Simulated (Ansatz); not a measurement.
# Screened interactions in VOCl (Pmmn)

Wanted: the parameters of a Hubbard-Kanamori model for VOCl (Pmmn).

Main program and level: Ansatz 0.2.0; non-magnetic LDA, then constrained RPA, plane waves, PAW.

## (1) Starting point

Symmetry: Pmmn, No. 59, orthorhombic system. The conventional cell has a = 3.300 Å, b = 3.780 Å, c = 7.910 Å, α = 90.00°, β = 90.00°, γ = 90.00°. Nearest to V lie 4 O at 1.97 to 2.08 Å and 2 Cl at 2.36 Å. Cl has 2 V at 2.36 Å nearest. O has 4 V at 1.97 to 2.08 Å nearest. Farther neighbours and most contacts between anions are not listed.

Coordinates:

```cif
data_structure
_symmetry_space_group_name_H-M 'P 1'
_symmetry_Int_Tables_number 1
_cell_length_a 3.3000
_cell_length_b 3.7800
_cell_length_c 7.9100
_cell_angle_alpha 90.000
_cell_angle_beta 90.000
_cell_angle_gamma 90.000
_cell_volume 98.67
loop_
_atom_site_label
_atom_site_type_symbol
_atom_site_fract_x
_atom_site_fract_y
_atom_site_fract_z
_atom_site_occupancy
V1 V 0.00000 0.50000 0.11480 1
V2 V 0.50000 0.00000 0.88520 1
Cl3 Cl 0.50000 0.50000 0.32790 1
Cl4 Cl 0.00000 0.00000 0.67210 1
O5 O 0.50000 0.50000 0.95420 1
O6 O 0.00000 0.00000 0.04580 1
```

The cell and positions come from the Crystallography Open Database and are kept as given unless a step says otherwise. The program's search for lower electronic states was switched off, so nothing shows that the state found is the lowest. The default PAW set here is soft_2. Its files were made with PBE.

## (2) LDA bands and orbital weights

This step: DFT, LDA, plane waves, PAW.

Input file input.yaml:

```yaml
crystal:
  lattice:
    - [0.0, 0.0, 3.3]
    - [0.0, -3.78, 0.0]
    - [7.91, 0.0, 0.0]
  atoms:
    - { symbol: V, position: [0.0, 0.5, 0.1148] }
    - { symbol: V, position: [0.5, 0.0, 0.8852] }
    - { symbol: Cl, position: [0.5, 0.5, 0.3279] }
    - { symbol: Cl, position: [0.0, 0.0, 0.6721] }
    - { symbol: O, position: [0.5, 0.5, 0.9542] }
    - { symbol: O, position: [0.0, 0.0, 0.0458] }
kpoints:
  mp_grid: { grid: [12, 8, 4] }
  band_path:
    path:
      - [[0.0, 0.0, 0.0], [0.5, 0.0, 0.0], [0.5, 0.5, 0.0], [0.0, 0.5, 0.0], [0.0, 0.0, 0.0], [0.0, 0.0, 0.5], [0.5, 0.0, 0.5], [0.5, 0.5, 0.5], [0.0, 0.5, 0.5], [0.0, 0.0, 0.5]]
      - [[0.5, 0.0, 0.0], [0.5, 0.0, 0.5]]
      - [[0.0, 0.5, 0.0], [0.0, 0.5, 0.5]]
      - [[0.5, 0.5, 0.0], [0.5, 0.5, 0.5]]
    npoints: 10
hamiltonian:
  xc: lda
scf:
  occupations: { method: gaussian, width: 0.08 }
  n_extra_bands: 24
  max_iter: 150
  lower_state_search: "off"
output:
  eigenvalues: true
  fatbands: true
  write_density: true
  write_potential: true
  elf: true
  volumetric_format: npy
```

Command:

```bash
$ ansatz run input.yaml --threads 4 --pin off --max-ram 14745MiB --backend cpu --events-out ev --progress --plain --runs-dir out
```

Numbers of over 12 decimals in the logs are rounded to 6 here.

What it wrote:

```text
scf.n_extra_bands = 24 over 26 filled bands (N_el = 52.0): the run solves 50 bands
Engine: ansatz 0.2.0, aarch64-unknown-linux-gnu
Pseudopotentials: kind: paw
Pseudopotential: V, paw, valence charge 13, recommended cutoff 420 eV (normal), V.paw.azcp
Pseudopotential: Cl, paw, valence charge 7, recommended cutoff 420 eV (normal), Cl.paw.azcp
Pseudopotential: O, paw, valence charge 6, recommended cutoff 420 eV (normal), O.paw.azcp
Functional definition: SPW92
  exchange = slater_x
  correlation = pw_c
Crystal: 6 atoms, lattice volume = 98.669 Å³
Basis set: ecut = 420 eV, 1957 PW (Γ)
Bands: 50, of which v1, the nominal top of the filled ones, is band 26 counted from 1 (25 counted from 0)
Symmetry: 8 space group operations
Space group: Pmmn (ITA 59), of the structure as read, at distance tolerance 4.6e-5 Å
k-points: 105 of 384
Non-local potential: V, projectors of the file, l = 0: 3, l = 1: 2, l = 2: 3, l = 3: 1
Non-local potential: Cl, projectors of the file, l = 0: 2, l = 1: 2, l = 2: 2
Non-local potential: O, projectors of the file, l = 0: 2, l = 1: 2, l = 2: 1
PAW form: soft (Blöchl's): semilocal exchange-correlation on the pseudo side does not see the compensation charge
PAW frozen core: V, regenerated for the run's functional, and the local potential with it (the file was generated under x = pbe(κ = 0.804, μ = 0.219515), c = pbe(β = 0.066725))
PAW frozen core: Cl, regenerated for the run's functional, and the local potential with it (the file was generated under x = pbe(κ = 0.804, μ = 0.219515), c = pbe(β = 0.066725))
PAW frozen core: O, regenerated for the run's functional, and the local potential with it (the file was generated under x = pbe(κ = 0.804, μ = 0.219515), c = pbe(β = 0.066725))
PAW one-centre angular grid: V, 590 points (default); XC on 64 Gauss nodes
PAW one-centre angular grid: Cl, 110 points (default); XC on 64 Gauss nodes
PAW one-centre angular grid: O, 110 points (default); XC on 64 Gauss nodes
Initial density: superposition of atomic densities (neutral atoms: chi_scale 0, normalization atom), corrected by the library's trained network
Initial wavefunctions: pseudopotential atomic-orbital guess
Functional: x = slater, c = lda
SCF iter   1: F=—  HF=-8924.243661 eV  |F-HF|=—  |Δ(HF+E_count)|=         —  Δρ=1.27e-2  dr2=1.31e-1  ethr=1.77e-3  ⟨swp⟩=5.5  Hψ=22429  notcnv=0  defer=751
preconditioner: auto → LDOS  [metal: Δε(μ)=0.009 eV  Ē_g=14.773 eV  σ=0.080 eV  W_gap=0.06  n_scr=22 (ndim 8)  ℏωp=22.4 eV  f_vac=0.122  D(μ)=8.30/eV (n_scr^D=92)  β→1.0]
SCF iter   2: F=—  HF=-8924.224235 eV  |F-HF|=—  |Δ(HF+E_count)|=   1.94e-2  Δρ=9.99e-3  dr2=3.83e-2  ethr=2.52e-4  ⟨swp⟩=2.4  Hψ=9014  notcnv=0  defer=1671
SCF iter   3: F=—  HF=-8924.210928 eV  |F-HF|=—  |Δ(HF+E_count)|=   1.33e-2  Δρ=3.07e-3  dr2=5.46e-3  ethr=7.36e-5  ⟨swp⟩=2.0  Hψ=6812  notcnv=0  defer=1671
SCF iter   4: F=—  HF=-8924.209444 eV  |F-HF|=—  |Δ(HF+E_count)|=   1.48e-3  Δρ=5.29e-4  dr2=4.21e-4  ethr=1.05e-5  ⟨swp⟩=1.2  Hψ=3615  notcnv=0  defer=1671
SCF iter   5: F=—  HF=-8924.209370 eV  |F-HF|=—  |Δ(HF+E_count)|=   7.47e-5  Δρ=2.21e-4  dr2=6.65e-5  ethr=8.10e-7  ⟨swp⟩=2.5  Hψ=5759  notcnv=0  defer=1671
SCF iter   6: F=—  HF=-8924.209363 eV  |F-HF|=—  |Δ(HF+E_count)|=   6.62e-6  Δρ=8.11e-5  dr2=1.10e-5  ethr=1.28e-7  ⟨swp⟩=2.1  Hψ=4006  notcnv=0  defer=1671
SCF iter   7: F=—  HF=-8924.209361 eV  |F-HF|=—  |Δ(HF+E_count)|=   1.73e-6  Δρ=3.83e-5  dr2=1.49e-6  ethr=2.12e-8  ⟨swp⟩=2.0  Hψ=4634  notcnv=0  defer=1671
SCF iter   8: F=—  HF=-8924.209361 eV  |F-HF|=—  |Δ(HF+E_count)|=   1.83e-7  Δρ=1.40e-5  dr2=1.00e-7  ethr=2.87e-9  ⟨swp⟩=2.5  Hψ=5084  notcnv=0  defer=1671
SCF iter   9: F=-8924.209361 eV  HF=-8924.209361 eV  |F-HF|=9.51e-10  |Δ(HF+E_count)|=   1.28e-8  Δρ=4.49e-6  dr2=9.05e-9  ethr=1.92e-10  ⟨swp⟩=10.0  Hψ=22623  notcnv=0
SCF 1 converged in 9 iterations: F = -8924.209361 eV  dr2 = 9.05e-9
  greatest PAW one-centre occupation: 1.000 electrons in one spin orbital (limit 2), on the V atom at site 1 (counted from 0), in its partial waves of l = 0
NSCF: frozen V_eff on 124 k-points
SCF converged after 9 iterations
Free energy (F): -8924.209361 eV
Harris-Foulkes:  -8924.209361 eV  (|F-HF|=9.51e-10)
Internal energy: -8924.180886 eV  (E = F + TS)
E sigma→0 (E₀):  -8924.195123 eV
Entropy (-TS):   -0.028475 eV (-4.746 meV/atom)
Fermi energy:    7.598540 eV
--- Per-component energies (eV) ---
  E_band       = -602.314442
  E_kinetic    = 1334.934490
  E_local      = -6492.437640  (includes V_loc(G=0)·N_el)
  E_nonlocal   = 77.936758
  E_hartree    = 2846.970561
  E_xc         = -611.366437
  E_vxc        = -753.724473  (∫ρ·V_xc dr)
  E_paw        = -3665.623142  (= ΣΔE_a)
  E_vpaw       = -462.968794  (= ΣTr[D̂ρ^β])
  E_aug_tail   = 0.005749  (compensation charges beyond the density's cutoff)
  E_ewald      = -2415.868349
  E_core_change = 1.267126  (= ΣΔE_core)
  E_smearing   = -0.028475  (= −TS)
  E_closure    = 0.000000  (closes the sum)
  Σ components = -8924.209361   (vs F -8924.209361, Δ=0.00e0)
--- Band table (eV; the first three rows and the last of 105) ---
  k-point 0: bands = [... 22 lower, 4.0239, 4.3837, 6.7707, 7.2520, 7.2774, 7.7074, 8.5039, 8.8402, ... 20 higher]
  k-point 1: bands = [... 22 lower, 3.9928, 4.3323, 6.7708, 7.2611, 7.2867, 7.7073, 8.4665, 8.8767, ... 20 higher]
  k-point 2: bands = [... 22 lower, 3.9911, 4.2676, 6.7709, 7.2698, 7.2955, 7.7071, 8.4347, 8.9074, ... 20 higher]
  k-point 104: bands = [... 22 lower, 3.6249, 3.6249, 7.4215, 7.4215, 7.7946, 7.7946, 8.1957, 8.1957, ... 20 higher]
```

It took 13 s on 4 threads of Arm Neoverse V1, shared host; peak memory 0.73 GiB.

Reading the cycles: dr2 is the Hartree energy of the density residual (eV), the measure of convergence; HF is the Harris–Foulkes estimate of the energy, which meets the free energy F at convergence.

The electronic bands at the labelled points (eV, zero at the Fermi level):

```tsv
point	band 23	band 24	band 25	band 26	band 27	band 28	band 29	band 30
Γ	-3.57	-3.21	-0.83	-0.35	-0.32	0.11	0.91	1.24
halfway	-3.70	-3.45	-0.48	0.06	0.11	0.15	0.73	1.01
X	-3.37	-3.37	-0.05	-0.05	0.18	0.18	0.59	0.59
halfway	-3.74	-3.74	-0.14	-0.14	0.13	0.13	0.36	0.36
S	-4.09	-4.09	-0.15	-0.15	0.17	0.17	0.65	0.65
halfway	-4.10	-4.10	-0.15	-0.15	0.23	0.23	0.49	0.49
Y	-3.71	-3.71	-0.51	-0.51	0.32	0.32	0.56	0.56
halfway	-3.65	-3.50	-0.40	-0.27	-0.16	0.22	0.35	0.54
Γ	-3.57	-3.21	-0.83	-0.35	-0.32	0.11	0.91	1.24
halfway	-3.61	-3.27	-0.83	-0.34	-0.31	0.11	0.87	1.28
Z	-3.61	-3.33	-0.83	-0.33	-0.30	0.11	0.84	1.31
halfway	-3.66	-3.48	-0.52	0.05	0.09	0.20	0.72	1.02
U	-3.37	-3.37	-0.05	-0.05	0.17	0.17	0.60	0.60
halfway	-3.67	-3.67	-0.13	-0.13	0.13	0.13	0.33	0.33
R	-3.97	-3.97	-0.18	-0.18	0.20	0.20	0.60	0.60
halfway	-3.86	-3.86	-0.17	-0.17	0.39	0.39	0.49	0.49
T	-3.44	-3.44	-0.53	-0.53	0.31	0.31	0.50	0.50
halfway	-3.59	-3.55	-0.40	-0.25	-0.17	0.23	0.26	0.60
Z	-3.61	-3.33	-0.83	-0.33	-0.30	0.11	0.84	1.31
jump to X	-3.37	-3.37	-0.05	-0.05	0.18	0.18	0.59	0.59
halfway	-3.37	-3.37	-0.05	-0.05	0.18	0.18	0.60	0.60
U	-3.37	-3.37	-0.05	-0.05	0.17	0.17	0.60	0.60
jump to Y	-3.71	-3.71	-0.51	-0.51	0.32	0.32	0.56	0.56
halfway	-3.68	-3.68	-0.52	-0.52	0.31	0.31	0.53	0.53
T	-3.44	-3.44	-0.53	-0.53	0.31	0.31	0.50	0.50
jump to S	-4.09	-4.09	-0.15	-0.15	0.17	0.17	0.65	0.65
```

Of the projections kept (V 3d, Cl 3p, O 2p), the largest for each band there; the rest of the weight can lie on other orbitals:

```tsv
point	band 23	band 24	band 25	band 26	band 27	band 28	band 29	band 30
Γ	Cl 3p 0.69	Cl 3p 0.59	V 3d 1.00	V 3d 0.77	V 3d 0.95	V 3d 1.00	V 3d 0.81	V 3d 0.74
X	Cl 3p 0.88	Cl 3p 0.88	V 3d 0.83	V 3d 0.83	V 3d 0.97	V 3d 0.97	V 3d 0.82	V 3d 0.82
S	Cl 3p 0.86	Cl 3p 0.86	V 3d 0.91	V 3d 0.91	V 3d 0.90	V 3d 0.90	V 3d 0.84	V 3d 0.84
Y	Cl 3p 0.78	Cl 3p 0.78	V 3d 0.92	V 3d 0.92	V 3d 0.91	V 3d 0.91	V 3d 0.81	V 3d 0.81
Γ	Cl 3p 0.69	Cl 3p 0.59	V 3d 1.00	V 3d 0.77	V 3d 0.95	V 3d 1.00	V 3d 0.81	V 3d 0.74
Z	Cl 3p 0.92	Cl 3p 0.57	V 3d 1.00	V 3d 0.95	V 3d 0.78	V 3d 1.00	V 3d 0.82	V 3d 0.73
```

Valence density in the ac plane at fractional y = 0.000, with atoms of V and Cl and O within 0.2 Å of it. It is the smooth field of the valence electrons, not physical close to the nuclei.

Values in e/Å³, 24 rows by 14 columns, each cell a mean:
```
 2  1  1  1  1  1  3  3  3  1  1  1  1  1
 0  0  0  0  1  5  9 11  8  4  1  0  0  0
 0  0  0  1  2  7 13 16 12  6  2  0  0  0
 0  0  0  0  1  4  8 10  7  3  1  0  0  0
 1  1  1  0  1  1  2  3  2  1  1  0  1  1
 1  1  1  1  0  0  0  0  0  0  1  1  1  1
 1  2  2  1  1  0  0  0  0  0  1  1  2  2
 0  1  2  1  1  0  0  0  0  0  1  1  2  1
 1  1  2  1  1  0  0  0  0  0  1  1  2  1
 2  1  1  1  0  0  0  0  0  0  0  1  1  1
 1  1  0  0  0  0  0  0  0  0  0  0  0  1
 0  0  0  0  0  0  0  0  0  0  0  0  0  0
 0  0  0  0  0  0  0  0  0  0  0  0  0  0
 0  0  0  0  0  0  0  0  0  0  0  0  0  0
 0  0  0  0  0  0  0  0  0  0  0  0  0  0
 0  0  0  0  0  0  0  0  0  0  0  0  0  0
 0  0  0  0  0  0  0  0  0  0  0  0  0  0
 0  0  0  0  0  0  0  0  0  0  0  0  0  0
 0  0  0  0  0  0  0  0  0  0  0  0  0  0
 0  0  0  0  0  0  0  0  0  0  0  0  0  0
 1  1  1  0  0  0  0  0  0  0  0  0  1  1
 5  4  2  1  0  0  0  0  0  0  0  1  2  4
 7  6  3  1  0  0  0  0  0  0  1  1  3  6
 6  4  2  1  0  0  0  0  0  0  1  1  3  5
```
Columns run along a (3.3 Å), rows up along c (7.9 Å). Atoms in or near the plane, at fractional coordinates: V at (0.50, 0.89), Cl at (0.00, 0.67), O at (0.00, 0.05).

ELF in the ac plane at fractional y = 0.000, with atoms of V and Cl and O within 0.2 Å of it. It is the smooth field of the valence electrons, not physical close to the nuclei.

Values, 24 rows by 14 columns, each cell a mean:
```
0.79 0.78 0.67 0.35 0.15 0.31 0.56 0.65 0.53 0.25 0.16 0.41 0.70 0.78
0.49 0.43 0.27 0.15 0.33 0.63 0.73 0.74 0.73 0.58 0.28 0.16 0.30 0.45
0.16 0.14 0.10 0.17 0.52 0.75 0.73 0.70 0.74 0.72 0.45 0.15 0.11 0.15
0.34 0.29 0.18 0.12 0.30 0.60 0.72 0.75 0.72 0.55 0.25 0.13 0.20 0.31
0.70 0.68 0.56 0.33 0.17 0.28 0.49 0.57 0.46 0.24 0.18 0.37 0.59 0.69
0.80 0.82 0.83 0.74 0.45 0.20 0.18 0.21 0.18 0.23 0.51 0.76 0.83 0.82
0.53 0.67 0.82 0.85 0.76 0.45 0.20 0.14 0.22 0.53 0.79 0.85 0.80 0.64
0.28 0.51 0.76 0.84 0.79 0.53 0.21 0.11 0.24 0.61 0.81 0.84 0.74 0.46
0.60 0.71 0.82 0.84 0.77 0.48 0.16 0.07 0.19 0.57 0.79 0.84 0.81 0.69
0.89 0.89 0.87 0.82 0.68 0.35 0.09 0.04 0.11 0.43 0.72 0.83 0.87 0.89
0.87 0.85 0.80 0.70 0.47 0.18 0.04 0.02 0.05 0.24 0.52 0.72 0.81 0.86
0.71 0.67 0.55 0.37 0.16 0.04 0.01 0.01 0.02 0.06 0.20 0.40 0.57 0.68
0.22 0.18 0.11 0.05 0.02 0.01 0.01 0.01 0.01 0.01 0.02 0.05 0.12 0.19
0.02 0.02 0.01 0.01 0.01 0.01 0.01 0.01 0.01 0.01 0.01 0.01 0.01 0.02
0.00 0.01 0.01 0.01 0.01 0.01 0.02 0.02 0.02 0.01 0.01 0.01 0.01 0.00
0.01 0.01 0.01 0.01 0.01 0.02 0.02 0.02 0.02 0.02 0.01 0.01 0.01 0.01
0.01 0.01 0.01 0.01 0.01 0.02 0.02 0.02 0.02 0.02 0.01 0.01 0.01 0.01
0.04 0.03 0.02 0.02 0.01 0.01 0.02 0.02 0.02 0.01 0.01 0.02 0.02 0.04
0.22 0.18 0.11 0.05 0.02 0.01 0.01 0.01 0.01 0.01 0.03 0.06 0.12 0.19
0.59 0.53 0.40 0.23 0.09 0.03 0.01 0.01 0.01 0.04 0.11 0.26 0.43 0.55
0.81 0.79 0.70 0.53 0.27 0.08 0.03 0.02 0.03 0.11 0.32 0.56 0.72 0.79
0.67 0.74 0.79 0.72 0.48 0.18 0.06 0.05 0.07 0.23 0.54 0.74 0.79 0.73
0.33 0.56 0.77 0.77 0.51 0.18 0.09 0.08 0.09 0.23 0.58 0.78 0.76 0.52
0.56 0.70 0.81 0.73 0.34 0.12 0.16 0.20 0.15 0.14 0.42 0.75 0.81 0.68
```
Columns run along a (3.3 Å), rows up along c (7.9 Å). Atoms in or near the plane, at fractional coordinates: V at (0.50, 0.89), Cl at (0.00, 0.67), O at (0.00, 0.05).

(Part 1 of 2 ends here.)

[Paths, hosts, dates, memory and timing lines, banners, echoed tables and standing remarks are left out of the program output.]

[Logs are printed without paths, hosts, clocks, repeated set-up lines and the standing remarks that a program may print on its own settings, such as how far it seeks lower states.]

[Runs of the session that timed out or met a known fault of the program may be left out.]

[Hosts, paths, dates, database ids (printed as entryN), source tags and the programs' standing remarks are cut or masked in the printed files.]
